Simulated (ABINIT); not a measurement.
# BN (Qingsongite): G0W0 with ABINIT, start to end, part 3 of 3

Wanted: ground state, empty states, screening and self-energy for BN (Qingsongite).

ABINIT 10.8.3; PBE and many-body steps on it, plane waves. Known limits of the many-body steps: not at the basis limit; coarse k mesh.

So far. Step 4 (Empty states on the mesh, 6×6×6 mesh, 66 bands): On this mesh the gap is 4.535 eV. Step 5 (Screening, 6×6×6 mesh, 58 bands, screening to 217.7 eV): Local fields lower ε∞ by 7 %. On a Γ-centred mesh this coarse the value itself is usually too large, while a short band sum pulls it down.

## (6) Self-energy, 6×6×6 mesh, 58 bands, screening to 217.7 eV

The self-energy is evaluated for the states that the input lists, and the levels follow from it, in one-shot runs by the linearised quasiparticle equation.

This step: G0W0 on PBE, plane waves, norm-conserving pseudopotentials.

run.abi reads:

```
acell 3*1.0 Angstrom
rprim 
  -0.000000000000 1.807500000000 1.807500000000
  1.807500000000 0.000000000000 1.807500000000
  1.807500000000 1.807500000000 -0.000000000000
ntypat 2
znucl 5 7
natom 2
typat 1 2
xred 
  0.000000000000 0.000000000000 0.000000000000
  0.250000000000 0.250000000000 0.250000000000
pp_dirpath "pseudos"
pseudos "B.upf, N.upf"
ecut 36
ngkpt 6 6 6
nshiftk 1
shiftk 0 0 0
kptopt 1
chksymbreak 0
istwfk *1
occopt 1
irdwfk 1
optdriver 4
nband 58
gwcalctyp 0
ecutsigx 36
symsigma 1
nkptgw 2
kptgw 
  0.0000000000 0.0000000000 0.0000000000
  0.5000000000 0.5000000000 0.0000000000
bdgw 
  2 7
  3 6
ecuteps 8
irdscr 1
ppmodel 1
indata_prefix "in"
outdata_prefix "out"
tmpdata_prefix "tmp"
```

Launch:

```sh
> OMP_NUM_THREADS=1 mpirun -n 4 abinit run.abi > log
```

Numbers of over 12 decimals in the logs are rounded to 6 here.

The program printed:

```text
.Version 10.8.3 of ABINIT. v10.8.2 released Aug 2026.

 Symmetries : space group F-4 3 m (#216); Bravais cF (face-center cubic)
[... echo of the input left out ...]
== DATASET  1 ==================================================================
-   mpi_nproc: 4, omp_nthreads: 1 (-1 if OMP is not activated)

--- !DatasetInfo
iteration_state: {dtset: 1, }
dimensions: {natom: 2, nkpt: 16, mband: 58, nsppol: 1, nspinor: 1, nspden: 1, mpw: 869, }
cutoff_energies: {ecut:  36.0, pawecutdg:  -1.0, }
electrons: {nelect:   8.00000000E+00, charge:   0.00000000E+00, occopt:   1.00000000E+00, tsmear:   1.00000000E-02, }

 SIGMA: Calculation of the GW corrections

 Based on a program developped by R.W. Godby, V. Olevano, G. Onida, and L. Reining.
 Incorporated in ABINIT by V. Olevano, G.-M. Rignanese, and M. Torrent.
.Using double precision arithmetic ; gwpc =  8

[... cell and pseudopotentials left out ...]
--------------------------------------------------------------------------------

 ==== K-mesh for the wavefunctions ====
 Number of points in the irreducible wedge :    16
[... list of points left out ...]
 Together with 24 symmetry operations and time-reversal symmetry
 yields   216 points in the full Brillouin Zone.

 ==== Q-mesh for screening function ====
 Number of points in the irreducible wedge :    16
[... list of points left out ...]
 Together with 24 symmetry operations and time-reversal symmetry
 yields   216 points in the full Brillouin Zone.

 vcoul_init : cutoff-mode = AUXILIARY_FUNCTION
 q-points for optical limit:   1
     1)      0.000010    0.000020    0.000030
 setmesh: FFT mesh size selected  =    25x   25x   25
          total number of points  =        15625

 Number of electrons calculated from density =    8.0000; Expected =    8.0000
 average of density, n =  0.100376
 r_s =    1.3348
 omega_plasma =   30.5612 [eV]

 === KS Band Gaps ===
  >>>> For spin  1
   Minimum direct gap =   8.8782 [eV], located at k-point      :   0.0000  0.0000  0.0000
   Fundamental gap    =   4.5349 [eV], Top of valence bands at :   0.0000  0.0000  0.0000
                                       Bottom of conduction at :   0.5000  0.5000  0.0000
 SIGMA fundamental parameters:
 PLASMON POLE MODEL  1
 number of plane-waves for SigmaX                  869
 number of plane-waves for SigmaC and W             65
 number of plane-waves for wavefunctions           869
 number of bands                                    58
 number of independent spin polarizations            1
 number of spinorial components                      1
 number of k-points in IBZ                          16
 number of q-points in IBZ                          16
 number of symmetry operations                      24
 number of k-points in BZ                          216
 number of q-points in BZ                          216
 number of frequencies for dSigma/dE                 9
 frequency step for dSigma/dE [eV]                0.25
 number of omega for Sigma on real axis              0
 max omega for Sigma on real axis  [eV]           0.00
 zcut for avoiding poles [eV]                     0.10

 EPSILON^-1 parameters (SCR file):
 dimension of the eps^-1 matrix on file             65
 dimension of the eps^-1 matrix used                65
 number of plane-waves for wavefunctions           869
 number of bands                                    58
 number of q-points in IBZ                          16
 number of frequencies                               2
 number of real frequencies                          1
 number of imag frequencies                          1

 matrix elements of self-energy operator (all in [eV])

 Perturbative Calculation

--- !SelfEnergy_ee
iteration_state: {dtset: 1, }
kpoint     : [   0.000,    0.000,    0.000, ]
spin       : 1
KS_gap     :    8.878
QP_gap     :   10.873
Delta_QP_KS:    1.995
data: !SigmaeeData |
     Band     E0 <VxcDFT>   SigX SigC(E0)      Z dSigC/dE  Sig(E)    E-E0       E
        2   8.220 -18.521 -22.105   2.663   0.828  -0.207 -19.284  -0.763   7.457
        3   8.220 -18.521 -22.105   2.663   0.828  -0.207 -19.284  -0.763   7.457
        4   8.220 -18.521 -22.105   2.663   0.828  -0.207 -19.284  -0.763   7.457
        5  17.099 -13.778  -7.120  -5.195   0.842  -0.187 -12.546   1.232  18.331
        6  17.099 -13.778  -7.120  -5.195   0.842  -0.187 -12.546   1.232  18.331
        7  17.099 -13.778  -7.120  -5.195   0.842  -0.187 -12.546   1.232  18.331

--- !SelfEnergy_ee
iteration_state: {dtset: 1, }
kpoint     : [   0.500,    0.500,    0.000, ]
spin       : 1
KS_gap     :    9.442
QP_gap     :   11.362
Delta_QP_KS:    1.920
data: !SigmaeeData |
     Band     E0 <VxcDFT>   SigX SigC(E0)      Z dSigC/dE  Sig(E)    E-E0       E
        3   3.313 -16.496 -21.664   3.618   0.818  -0.223 -17.763  -1.267   2.046
        4   3.313 -16.496 -21.664   3.618   0.818  -0.223 -17.763  -1.267   2.046
        5  12.755 -12.569  -7.356  -4.447   0.854  -0.171 -11.915   0.654  13.409
        6  17.562 -12.695  -6.758  -5.028   0.851  -0.175 -11.922   0.773  18.335

== END DATASET(S) ==============================================================
================================================================================

 -outvars: echo values of variables after computation  --------
           etotal      0.0000000000E+00
            nband          58
             nkpt          16
          spgroup         216
 [... the other variables as echoed above ...]

 Calculation completed.
```

Wall time 2.1 s (4 MPI ranks of Intel Xeon 6975P-C (Granite Rapids), shared host); peak memory 0.11 GiB.

Numbers from this step:

```
G0W0 gap on the points computed              : 5.952 eV
starting gap on the mesh                     : 4.535 eV
k of the valence top                         : 0, 0, 0
k of the conduction bottom                   : 0.5, 0.5, 0
Z at the valence top                         : 0.828
Z at the conduction bottom                   : 0.854
least direct G0W0 gap on the computed points : 10.87 eV
```

The gap on the mesh goes from 4.53 eV to 5.95 eV, a correction of +1.42 eV.

Limits: finite bands, cutoff and mesh; coarse k mesh. v1 is the top filled band, c1 the lowest empty one. The levels before and after the correction (eV, zero at the valence-band top of each column):

```csv
,conduction bottom,valence top
Kohn-Sham,4.53,0.00
G0W0,5.95,0.00
```

```csv
,level,energy (eV)
Kohn-Sham,Γ v3-v1,0.000
Kohn-Sham,Γ c1-c3,8.878
Kohn-Sham,(0.5 0.5 0) v2-v1,-4.907
Kohn-Sham,(0.5 0.5 0) c1,4.535
Kohn-Sham,(0.5 0.5 0) c2,9.342
G0W0,Γ v3-v1,0.000
G0W0,Γ c1-c3,10.874
G0W0,(0.5 0.5 0) v2-v1,-5.411
G0W0,(0.5 0.5 0) c1,5.952
G0W0,(0.5 0.5 0) c2,10.878
```

## (7) Where the time went

Times are wall times on 4 MPI ranks of Intel Xeon 6975P-C (Granite Rapids), shared host, good to a factor of about two.

```csv
step,time,share,memory (GiB)
ground state,3.2 s,19 %,0.28
bands along the symmetry lines,2.6 s,15 %,0.07
empty states on the mesh,3.2 s,19 %,0.39
screening,5.7 s,34 %,0.45
self-energy,2.1 s,13 %,0.11
```

## (8) Outcome

```
PBE gap              : 4.54 eV, indirect
G0W0 gap on the mesh : 5.95 eV
GW settings          : 6×6×6 mesh, 58 bands, screening to 217.7 eV, Godby-Needs plasmon pole
known limits         : not at the basis limit; coarse k mesh
```

What this shows: G0W0 moves the gap on the mesh from 4.53 eV to 5.95 eV (+1.42 eV), with Z of 0.83 and 0.85 at the edges. Local fields lower the RPA ε∞ on this mesh from 4.74 to 4.40; a Γ-centred mesh this coarse tends to raise both, most where the direct gap is narrow, while a short band sum lowers them. Only 2 of the mesh's irreducible points were corrected, so a valley elsewhere could overtake. The dearest step here is «screening». Bands and cutoff are finite, so the gap is not at the basis limit. The miss can reach some tenths of an eV and take either sign; the mesh is an error of its own. In the G0W0 run levels were corrected at 2 k points alone, so a gap called «on the mesh» is the least over those, and an edge elsewhere would be missed. The 6×6×6 mesh is coarse for this cell, which bears on the long-range parts of exchange and screening.

[Paths, hosts, dates, memory and timing lines, banners, echoed tables and standing remarks are left out of the program output.]

[Logs are printed without paths, hosts, clocks, repeated set-up lines and the standing remarks that a program may print on its own settings, such as how far it seeks lower states.]

[Runs of the session that timed out or met a known fault of the program may be left out.]

[Hosts, paths, dates, database ids (printed as entryN), source tags and the programs' standing remarks are cut or masked in the printed files.]

[G0W0 gaps are taken among the corrected bands and points alone; a level outside them can change the order at an edge.]

[Where Ansatz stands beside ABINIT at settings called matched, ABINIT's density can come from a denser mesh and the files from another edition; pairs whose starting gaps differed by over 0.03 eV were left out, so agreement reads better than it is.]
